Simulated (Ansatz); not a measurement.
# Fe wire along [111], 19 atoms a period: bands along the axis, part 2 of 2

Aim: is the Fe wire along [111], 19 atoms a period a metal or a semiconductor?

Ansatz 0.2.0; DFT PBE, plane waves, PAW; relaxation of a wire's period; PAW set soft_1 (the session's first sound run).

So far: The structure; The relaxed wire.

## (2) The relaxed wire (continued)

Relaxation path:

| step | energy less that of the first step (eV) | largest force component (eV/Å) | pressure (GPa) | volume (Å³) |
| --- | --- | --- | --- | --- |
| 1 | 0.0000 | 0.4221 | -0.62 | 582.08 |
| 2 | -0.0925 | 0.2051 | -0.21 | 581.64 |
| 3 | -0.1333 | 0.0539 | 0.07 | 582.05 |
| 4 | -0.1345 | 0.0019 | -0.01 | 582.15 |
| 5* | -0.1346 | 0.0019 | -0.01 | 582.15 |

Relaxation steps marked * repeat the geometry before them on a plane-wave basis chosen anew for their cell, so energy and pressure can jump there.

Forces are held to the 4 operations that the run works with; a distortion that breaks them can't arise in this run.

| cell as run | before | after | change |
| --- | --- | --- | --- |
| c (Å) | 2.451 | 2.451 | +0.0 % |

The atoms that moved most (Å, along periodic axes as changes of fractional coordinates times the final cell, across vacuum about the mean position):

| atom | dx | dy | dz | length |
| --- | --- | --- | --- | --- |
| Fe11 | 0.052 | 0.033 | -0.093 | 0.112 |
| Fe5 | 0.052 | -0.033 | 0.093 | 0.112 |
| Fe16 | -0.052 | 0.033 | -0.093 | 0.112 |
| Fe10 | -0.052 | -0.033 | 0.093 | 0.112 |
| Fe7 | 0.000 | 0.065 | 0.089 | 0.110 |
| Fe14 | 0.000 | -0.065 | -0.089 | 0.110 |
| Fe4 | 0.025 | 0.000 | 0.000 | 0.025 |
| Fe17 | -0.025 | 0.000 | 0.000 | 0.025 |

Numbers from this step:

```
energy at zero smearing    : -85115.9575 eV
total moment               : 50.39 μB
absolute moment            : 52.15 μB
cell length along the wire : 2.451 Å
```

Site moment by atom:

| atom | site moment (μB) |
| --- | --- |
| Fe1 | 2.70 |
| Fe2 | 2.28 |
| Fe3 | 2.70 |
| Fe4 | 2.70 |
| Fe5 | 2.70 |
| Fe6 | 2.43 |
| Fe7 | 2.70 |
| Fe8 | 2.43 |
| Fe9 | 2.43 |
| Fe10 | 2.70 |
| Fe11 | 2.70 |
| Fe12 | 2.43 |
| Fe13 | 2.43 |
| Fe14 | 2.70 |
| Fe15 | 2.43 |
| Fe16 | 2.70 |
| Fe17 | 2.70 |
| Fe18 | 2.70 |
| Fe19 | 2.70 |

The cell's length comes to 2.451 Å with an absolute moment of 52.15 μB a cell.

## (3) The perfect wire

This step: DFT PBE, plane waves, PAW; bands of a perfect wire; PAW set soft_1 (Ansatz 0.2.0).

At the relaxed period the bands are computed along the axis; those that cross an energy going forward count the channels that a perfect wire would open there.

The input, input.yaml:

```yaml
crystal:
  lattice:
    - [14.804, 0.0, 0.0]
    - [0.0, 16.043, 0.0]
    - [0.0, 0.0, 2.451139817]
  atoms:
    - { symbol: Fe, position: [0.36403097, 0.282895969, 0.999331479], spin: 2.7 }
    - { symbol: Fe, position: [0.500015157, 0.5, 0.0], spin: 2.28 }
    - { symbol: Fe, position: [0.635999343, 0.282895969, 0.999331479], spin: 2.7 }
    - { symbol: Fe, position: [0.772019804, 0.5, 0.0], spin: 2.7 }
    - { symbol: Fe, position: [0.233171064, 0.642003837, 0.37138327], spin: 2.7 }
    - { symbol: Fe, position: [0.3646821, 0.427997814, 0.325721165], spin: 2.43 }
    - { symbol: Fe, position: [0.500015157, 0.216012923, 0.369623419], spin: 2.7 }
    - { symbol: Fe, position: [0.500015157, 0.64398717, 0.32657493], spin: 2.43 }
    - { symbol: Fe, position: [0.635348214, 0.427997814, 0.325721165], spin: 2.43 }
    - { symbol: Fe, position: [0.766859249, 0.642003837, 0.37138327], spin: 2.7 }
    - { symbol: Fe, position: [0.233171064, 0.357996163, 0.62861673], spin: 2.7 }
    - { symbol: Fe, position: [0.3646821, 0.572002186, 0.674278835], spin: 2.43 }
    - { symbol: Fe, position: [0.500015157, 0.35601283, 0.67342507], spin: 2.43 }
    - { symbol: Fe, position: [0.500015157, 0.783987077, 0.630376581], spin: 2.7 }
    - { symbol: Fe, position: [0.635348214, 0.572002186, 0.674278835], spin: 2.43 }
    - { symbol: Fe, position: [0.766859249, 0.357996163, 0.62861673], spin: 2.7 }
    - { symbol: Fe, position: [0.22801051, 0.5, 0.0], spin: 2.7 }
    - { symbol: Fe, position: [0.36403097, 0.717104031, 0.000668521], spin: 2.7 }
    - { symbol: Fe, position: [0.635999343, 0.717104031, 0.000668521], spin: 2.7 }
magnetization:
  spin_polarized: true
kpoints:
  mp_grid: { grid: [1, 1, 33] }
  band_path: { path: ["Γ", Z], npoints: 90 }
scf:
  occupations: { method: fermi_dirac, width: 0.05 }
hamiltonian:
  xc: pbe
  pseudopotentials: { kind: paw, azcp: { folder: soft_1 } }
output:
  dos: { e_range: [-5, 4] }
  write_potential: true
  write_density: true
  volumetric_format: npy
```

Command:

```console
> ansatz run input.yaml --threads 4 --pin off --max-ram 16384MiB --backend cpu --events-out ev --progress --plain --runs-dir out
```

Numbers of over 12 decimals in the logs are rounded to 6 here.

Output:

```text
[...]
Crystal: 19 atoms, lattice volume = 582.147 Å³
Basis set: ecut = 420 eV, 11277 PW (Γ)
Bands: 212, of which v1, the nominal top of the filled ones, is band 152 counted from 1 (151 counted from 0)
Symmetry: 4 space group operations
[...]
k-points: 17 of 33
[...]
Starting moments: Σ|m| = 49.26 μB on 19 of 19 sites
[...]
SCF iter   1: F=—  HF=-85110.905594 eV  |F-HF|=—  |Δ(HF+E_count)|=         —  Δρ=4.76e-2 (↑1.98e-2 ↓4.76e-2)  dr2=6.11e1  dr2_m=4.35e0  M=50.607 μB ∫|m|=50.997 μB  β_m=0.30  ethr=3.10e-3  ⟨swp⟩=8.0  Hψ=32905  notcnv=0  defer=438
[...]
SCF iter  15: F=-85116.037422 eV  HF=-85116.037422 eV  |F-HF|=3.87e-8  |Δ(HF+E_count)|=   1.97e-8  Δρ=1.16e-6 (↑1.16e-6 ↓1.06e-6)  dr2=4.33e-8  dr2_m=9.16e-10  M=50.388 μB ∫|m|=52.147 μB  ethr=3.29e-11  ⟨swp⟩=13.1  Hψ=34862  notcnv=0
SCF 1 converged in 15 iterations: F = -85116.037422 eV  dr2 = 4.33e-8
[...]
WARN: The output density's exchange-correlation potential varies sharply where the density is thin. Do not read a vacuum level from v_tot or v_xc, or from such a field of the output density. On a cell that repeats whose density bears no net charge and no dipole along the vacuum's axis use v_es (v_loc + v_h of the components); under efield.dipole_correction with no amplitude use v_es + v_field, which holds any externa [...]
NSCF: frozen V_eff on 91 k-points
SCF converged after 15 iterations
Magnetization: 50.3877 μB (177.1939 up, 126.8061 down)
Absolute magnetization: 52.1504 μB (∫|ρ↑−ρ↓|, with the PAW one-centre terms)
[...]
Per-site moments (μB) at R_I (Å): [(2.695933, 1.011095), (2.284624, 1.008460), (2.695933, 1.011095), (2.696256, 1.011095), (2.704234, 0.976398), (2.430279, 0.976398), (2.703602, 0.976076), (2.431680, 0.976076), (2.430279, 0.976398), (2.704234, 0.976398), (2.704234, 0.976398), (2.430279, 0.976398), (2.431680, 0.976076), (2.703602, 0.976076), (2.430279, 0.976398), (2.704234, 0.976398), (2.696256, 1.011095), (2.695933, 1.011095), (2.695933, 1.011095)]
Free energy (F): -85116.037422 eV
[...]
Internal energy: -85115.877639 eV  (E = F + TS)
E sigma→0 (E₀):  -85115.957531 eV
Entropy (-TS):   -0.159783 eV (-8.410 meV/atom)
Fermi energy:    4.370778 eV
[...]
--- Band table (eV; the first three rows and the last of 34) ---
  k-point 0 ↑: bands = [... 148 lower, 3.0378, 3.0862, 3.1086, 3.1103, 3.1120, 3.1148, 3.1349, 3.1719, ... 56 higher]
  k-point 1 ↑: bands = [... 148 lower, 3.0250, 3.0617, 3.0939, 3.0966, 3.1345, 3.1356, 3.1429, 3.1955, ... 56 higher]
  k-point 2 ↑: bands = [... 148 lower, 2.9978, 3.0242, 3.0590, 3.0626, 3.1397, 3.1398, 3.1656, 3.1676, ... 56 higher]
  k-point 16 ↓: bands = [... 148 lower, 5.9767, 5.9820, 6.0127, 6.1075, 6.1348, 6.1368, 6.1870, 6.1897, ... 56 higher]
```

Run time: 9.6 min. Hardware: 4 threads of Arm Neoverse V2, shared host; peak memory 9.5 GiB.

This step gave:

```
band gap : 0 eV
```

Between Γ and Z the bands cross the Fermi level 25 times, so a perfect wire would conduct at least 12.5 G₀, with an absolute moment of 52.15 μB a cell.

## (4) What came out

```json
{
  "cell length, PBE": "2.451 Å",
  "absolute moment, PBE": "52.2 μB",
  "ballistic conductance by band crossings, a lower bound, PBE": "12.5 G₀"
}
```

In words: Under PBE the cell's length is 2.45 Å, the absolute moment is 52.15 μB a cell, and the bands cross the Fermi level 25 times between Γ and Z, which gives a perfect wire at least 12.5 G₀ (opposite crossings within one step of the path cancel in such a count). In the perfect wire the moments were started parallel, and no opposed start was run. No search over magnetic orders was made; another may lie lower.

[Logs are printed without paths, hosts, clocks, repeated set-up lines and the standing remarks that a program may print on its own settings, such as how far it seeks lower states.]

[Hosts, paths, dates, database ids (printed as entryN), source tags and the programs' standing remarks are cut or masked in the printed files.]
